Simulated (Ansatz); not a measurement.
# BeBrF (built on the sites of a database entry of BaBrF): a soft mode frozen in, part 2 of 2

Wanted: the energy along a soft mode of BeBrF (built on the sites of a database entry of BaBrF) and the structure at the end.

Ansatz 0.2.0; DFT PBEsol, scalar-relativistic, plane waves, PAW.

So far. Step 5 (Energy along the mode, all amplitudes (two of the runs …): The lowest of the steps tried is at 0.45 Å, 77.8 meV/atom below the parent; the bottom of the well need not coincide with a step. Step 7 (The new phase in its own primitive cell): The largest force component left is 0.16 meV/Å and the pressure is 0.004 GPa, within the tolerances set. The cell now holds 16.00 Å³/atom. The relaxed cell has a, b, c = 3.085, 3.485, 8.929 Å (conventional setting).

The structure was built from a prototype and need not be the compound's stable phase.

## Step 8: Modes of the new phase, k-mesh 6×6×2

A relaxed structure may still be a saddle point, so its zone-centre modes are computed. The response to a homogeneous field gives the Born charges and the dielectric tensor.

File input.yaml:

```yaml
crystal:
  lattice:
    - [3.0850227366, 0.0, 0.0]
    - [0.0, 3.484967605, 0.0]
    - [0.0, 0.0, 8.92862149]
  atoms:
    - { symbol: Be, position: [0.5, 0.0, 0.1631826175] }
    - { symbol: Be, position: [0.0, 0.5, 0.8368173825] }
    - { symbol: Br, position: [0.0, 0.0, 0.6884697719] }
    - { symbol: Br, position: [0.5, 0.5, 0.3115302281] }
    - { symbol: F, position: [0.0, 0.0, 0.0893847581] }
    - { symbol: F, position: [0.5, 0.5, 0.9106152419] }
kpoints:
  mp_grid: { grid: [6, 6, 2] }
hamiltonian:
  xc: pbesol
scf:
  occupations: { method: fixed }
output:
  eigenvalues: true
phonons:
  method: dfpt
  dielectric: true
  rigid_motions: translations
```

On the command line:

```bash
$ ansatz run input.yaml --threads 8 --pin off --max-ram 14336MiB --backend cpu --events-out ev --progress --plain --runs-dir out
```

Wall time 15 s (8 threads of AMD EPYC 9R14 (Zen 4), shared host); peak memory 0.82 GiB.

Numbers from this step:

```yaml
sum_rule_residual_before_enforcement: 1.24e-4 eV/Å²
miss_of_the_charge_sum_rule: 0.007989 e
estimated_error_of_the_dielectric_tensor: 0.01063
estimated_error_of_the_born_charges: 0.01565 e
point_group: mmm
highest_optical_mode_at_the_zone_centre_no_lo_to_term: 673.1 cm⁻¹
lowest_optical_zone_centre_mode: 35.82 cm⁻¹
mean_high_frequency_dielectric_constant: 3.092
largest_born_charge_third_of_the_trace: 1.973 e
mean_static_dielectric_constant: 6.901
top_of_the_zone_centre_spectrum_with_the_field: 686.5 cm⁻¹
```

Without the LO-TO term. Patterns of degenerate modes are one choice out of their space. The modes at Γ (shares of kinetic energy by element, %):

| mode | frequency (cm⁻¹) | symmetry | Be % | Br % | F % |
| --- | --- | --- | --- | --- | --- |
| 1 | 0.0 | acoustic | 8 | 74 | 18 |
| 2 | 0.0 | acoustic | 8 | 74 | 18 |
| 3 | 0.0 | acoustic | 8 | 74 | 18 |
| 4 | 35.8 | B3g | 9 | 79 | 12 |
| 5 | 51.6 | Ag | 8 | 77 | 15 |
| 6 | 57.6 | B2g | 3 | 91 | 6 |
| 7 | 153.3 | B3u | 36 | 25 | 39 |
| 8 | 191.1 | B2g | 55 | 8 | 36 |
| 9 | 230.6 | B2u | 1 | 21 | 78 |
| 10 | 260.0 | B3g | 4 | 18 | 79 |
| 11 | 268.6 | B1u | 5 | 24 | 71 |
| 12 | 271.7 | Ag | 8 | 22 | 71 |
| 13 | 326.9 | B3u | 56 | 0 | 43 |
| 14 | 345.1 | B2g | 42 | 1 | 58 |
| 15 | 433.0 | B2u | 91 | 5 | 4 |
| 16 | 445.9 | B3g | 87 | 4 | 9 |
| 17 | 584.3 | B1u | 86 | 2 | 12 |
| 18 | 673.1 | Ag | 84 | 2 | 14 |

Displacements in mode 4 (35.8 cm⁻¹), the largest set to 1:
```
Be1  0.00  1.00  0.00
Be2  0.00 -1.00  0.00
Br3  0.00 -0.99  0.00
Br4  0.00  0.99  0.00
F5   0.00  0.81  0.00
F6   0.00 -0.81  0.00
```

Displacements in mode 18 (673.1 cm⁻¹), the largest set to 1:
```
Be1  0.00  0.00 -1.00
Be2  0.00  0.00  1.00
Br3  0.00  0.00 -0.05
Br4  0.00  0.00  0.05
F5   0.00  0.00  0.28
F6   0.00  0.00 -0.28
```

Optical modes at the zone centre, without and with the macroscopic field of the longitudinal modes; each column is sorted by frequency, so a row need not hold one and the same mode. Modes with and without the field, by row:

| rank among optical modes | no field (cm⁻¹) | q along (1, 0, 0) (cm⁻¹) | q along (0, 1, 0) (cm⁻¹) | q along (0, 0, 1) (cm⁻¹) |
| --- | --- | --- | --- | --- |
| 1 | 35.8 | 35.8 | 35.8 | 35.8 |
| 2 | 51.6 | 51.6 | 51.6 | 51.6 |
| 3 | 57.6 | 57.6 | 57.6 | 57.6 |
| 4 | 153.3 | 161.7 | 153.3 | 153.3 |
| 5 | 191.1 | 191.1 | 191.1 | 191.1 |
| 6 | 230.6 | 230.6 | 231.4 | 230.6 |
| 7 | 260 | 260 | 260 | 260 |
| 8 | 268.6 | 268.6 | 268.6 | 270.5 |
| 9 | 271.7 | 271.7 | 271.7 | 271.7 |
| 10 | 326.9 | 345.1 | 326.9 | 326.9 |
| 11 | 345.1 | 433 | 345.1 | 345.1 |
| 12 | 433 | 445.9 | 445.9 | 433 |
| 13 | 445.9 | 551.3 | 584.3 | 445.9 |
| 14 | 584.3 | 584.3 | 622.5 | 673.1 |
| 15 | 673.1 | 673.1 | 673.1 | 686.5 |

Born charge (rows field, columns displacement) (e), principal values of the symmetric part by kind of site:

```
atom  atoms with these values    low  middle   high   mean
 Be1                        2   1.61    1.98   2.33   1.97
 Br3                        2  -1.36   -0.49  -0.27  -0.71
  F5                        2  -1.72   -1.12  -0.96  -1.27
```

In full for F5:

```
-1.72  0.00  0.00
 0.00 -0.96  0.00
 0.00  0.00 -1.12
```

High-frequency dielectric tensor:

```
3.05 0.00 0.00
0.00 3.45 0.00
0.00 0.00 2.78
```

Static dielectric tensor (ions relaxed, fixed cell):

```
9.64 0.00 0.00
0.00 7.17 0.00
0.00 0.00 3.90
```

Transverse modes. Lines of the infrared spectrum (strongest = 100):

```
position (cm⁻¹)  label  relative intensity
             36    B3g                 0.0
             52     Ag                 0.0
             58    B2g                 0.0
            153    B3u                 3.9
            191    B2g                 0.0
            231    B2u                 0.5
            260    B3g                 0.0
            269    B1u                 0.6
            272     Ag                 0.0
            327    B3u                  85
            345    B2g                 0.0
            433    B2u                 100
            446    B3g                 0.0
            584    B1u                  52
            673     Ag                 0.0
```

Before it was imposed, the acoustic sum rule was missed by 1.2e-4 eV/Å² and the charge sum rule by 0.0080 e. Small misses are needed for a sound result but don't prove that mesh and cutoff are converged. The lowest optical mode is real, 35.8 cm⁻¹.

The log warns of the k mesh: “the force constants stand on the 6×6×2 k-mesh, whose period is 12.03 times the interband length at k = (0.0000, 0.0000, 0.0000), direct gap 2.865 eV, under 14: take them and everything formed from them as unconverged”.

## Step 9: Results

- unstable mode of the parent: q = (0, 0, 0), 348i cm⁻¹
- depth at the lowest point sampled: 77.8 meV/atom
- largest atomic shift at that point: 0.45 Å
- space group reached (within 0.01 Å): Pmmn
- energy gained over the parent (first relaxation, on the mesh of the frozen mode): 487 meV/atom
- volume per atom, phase reached: 16.0 Å³
- gap on the k-mesh, phase reached: 2.55 eV
- lowest optical zone-centre mode, phase reached: 35.8 cm⁻¹
- highest optical mode at the zone centre (no LO-TO term), phase reached: 673 cm⁻¹

From this start the structure relaxes into Pmmn, 487 meV/atom below the parent. At the parent's cell the well is 77.84 meV/atom deep on the steps tried, with its lowest point at a shift of 0.45 Å. Relaxing atoms and cell changes the gain by +409.27 meV/atom against the lowest step (energies at zero smearing). Most of the total comes from this relaxation. The frozen pattern makes up only 12 % of the final shifts of the atoms, so other modes or strain give most of the change. The new phase has no imaginary mode at the zone centre of its cell; other wavevectors were not checked. Of the 6 patterns followed to their end from this parent, this one ends 260 meV/atom above the lowest, Pmc2_1. Each path keeps the symmetry of its pattern, so a lower phase may lie along a pattern not tried. With the field response the log warns that the k mesh is coarse for the force constants too, so the frequencies may not be converged. The program warns that the interpolation holds no quadrupole term, so branches close to Γ can be off in this crystal. The starting cell was built on a prototype and not taken from a measurement, so the phase need not exist.

[Logs are printed without paths, hosts, clocks, repeated set-up lines and the standing remarks that a program may print on its own settings, such as how far it seeks lower states.]

[Hosts, paths, dates, database ids (printed as entryN), source tags and the programs' standing remarks are cut or masked in the printed files.]
